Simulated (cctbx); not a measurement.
**Accept or mend?**

Cell a = 4.4450 Å, b = 4.4450 Å, c = 49.9280 Å, α = 90.00°, β = 90.00°, γ = 90.00°; space group I4/mmm (no. 139).

The data are simulated with cctbx, not measured: Ga Kα, λ = 1.3414 Å, to d = 0.83 Å, 80 % of the full sphere, strongest reflection 20000 counts, noise from counting, a 1.5 % proportional error and a noise floor of 15 counts (s.d.); no absorption.

An anisotropic refinement with weights 1/σ² prints:

```text
Rint 0.035, 349 unique reflections to 0.83 A
cycle     R1     wR2    GooF  max shift (A)
   1  0.0496  0.0935   4.918   0.00627
   2  0.0329  0.0640   3.367   0.00001
final R1 0.0329 wR2 0.0640 GooF 3.367  parameters 31  data/parameter 11.3
atom        x        y        z      Ueq    occ   su(xyz)  su(Uiso or U11)
Tl1    0.00000  0.00000  0.27681   0.0191  1.000  0.00002  0.0004
Ba1    0.50000  0.50000  0.34343   0.0057  1.000  0.00003  0.0004
Sc1    0.00000  0.00000  0.46186  -0.0020  1.000  0.00007  0.0011  NPD
Cu1    0.50000  0.50000  0.10946   0.0072  1.000  0.00006  0.0011
Ca1    0.00000  0.00000  0.00000   0.0102  1.000  0.00000  0.0020
Ca2    0.50000  0.50000  0.42519   0.0116  1.000  0.00009  0.0015
S1     0.50000  0.50000  0.17631   0.0191  1.000  0.00014  0.0021
S2     0.00000  0.50000  0.46376   0.0188  1.000  0.00009  0.0024
S3     0.50000  0.00000  0.38793   0.0102  1.000  0.00008  0.0020
S4     0.50000  0.50000  0.27351   0.0127  1.000  0.00012  0.0017
difference map: max 4.23 min -2.04 rms 0.36
Q1    0.0000  0.0000  0.4634    4    4.28  0.07 A from Sc1
Q2    0.0000  0.0000  0.0204    4    1.20  1.02 A from Ca1
Q3    0.0000  0.1605  0.0000    8    1.10  0.71 A from Ca1
Q4    0.0000  0.0000  0.0826    4    1.09  0.39 A from Ca2
Q5    0.0000  0.0000  0.1213    4    0.86  1.76 A from Ba1
Q6    0.0000  0.3285  0.0861   16    0.81  1.50 A from S3
```

Q: Accept it or mend it, and why?

Mend it. The fault: wrong element: Sc1 is Cu. Against the right model at the same level, R1 goes from 0.0098 to 0.0329 and GooF from 0.87 to 3.37, U of Sc1 shrinks from 0.0100 to -0.0020 Å², the top difference peak, 4.3 e/Å³, lies on Sc1 and Sc1 goes non-positive-definite. Sc1 has 8 electrons too few and its U shrinks to make up, as expected.

The compound is Ba2Ca3Tl2Cu4S12. The right model at the same level gives:

```text
Rint 0.035, 349 unique reflections to 0.83 A
cycle     R1     wR2    GooF  max shift (A)
   1  0.0169  0.0287   1.508   0.00236
   2  0.0098  0.0165   0.866   0.00000
final R1 0.0098 wR2 0.0165 GooF 0.866  parameters 31  data/parameter 11.3
atom        x        y        z      Ueq    occ   su(xyz)  su(Uiso or U11)
Tl1    0.00000  0.00000  0.27680   0.0187  1.000  0.00001  0.0001
Ba1    0.50000  0.50000  0.34341   0.0054  1.000  0.00001  0.0001
Cu1    0.00000  0.00000  0.46187   0.0100  1.000  0.00002  0.0003
Cu2    0.50000  0.50000  0.10942   0.0067  1.000  0.00002  0.0003
Ca1    0.00000  0.00000  0.00000   0.0102  1.000  0.00000  0.0005
Ca2    0.50000  0.50000  0.42511   0.0116  1.000  0.00002  0.0004
S1     0.50000  0.50000  0.17641   0.0181  1.000  0.00003  0.0005
S2     0.00000  0.50000  0.46369   0.0179  1.000  0.00002  0.0006
S3     0.50000  0.00000  0.38787   0.0097  1.000  0.00002  0.0005
S4     0.50000  0.50000  0.27349   0.0123  1.000  0.00003  0.0004
difference map: max 0.89 min -1.08 rms 0.16
Q1    0.0000  0.0000  0.5000    2    0.89  1.90 A from Cu1
Q2    0.0000  0.0000  0.0244    4    0.84  1.22 A from Ca1
Q3    0.0000  0.0000  0.3068    4    0.83  0.84 A from S1
Q4    0.0000  0.0000  0.3606    4    0.79  1.50 A from Cu2
Q5    0.0000  0.5000  0.0000    4    0.71  1.81 A from S2
Q6    0.0000  0.0000  0.1701    4    0.67  0.67 A from Ba1
```

This is a model crystal, built by substitution and not relaxed, with assumed displacement parameters.

[Middle refinement cycles are left out of these outputs.]

[Logs are printed without paths, hosts, clocks, repeated set-up lines and the standing remarks that a program may print on its own settings, such as how far it seeks lower states.]
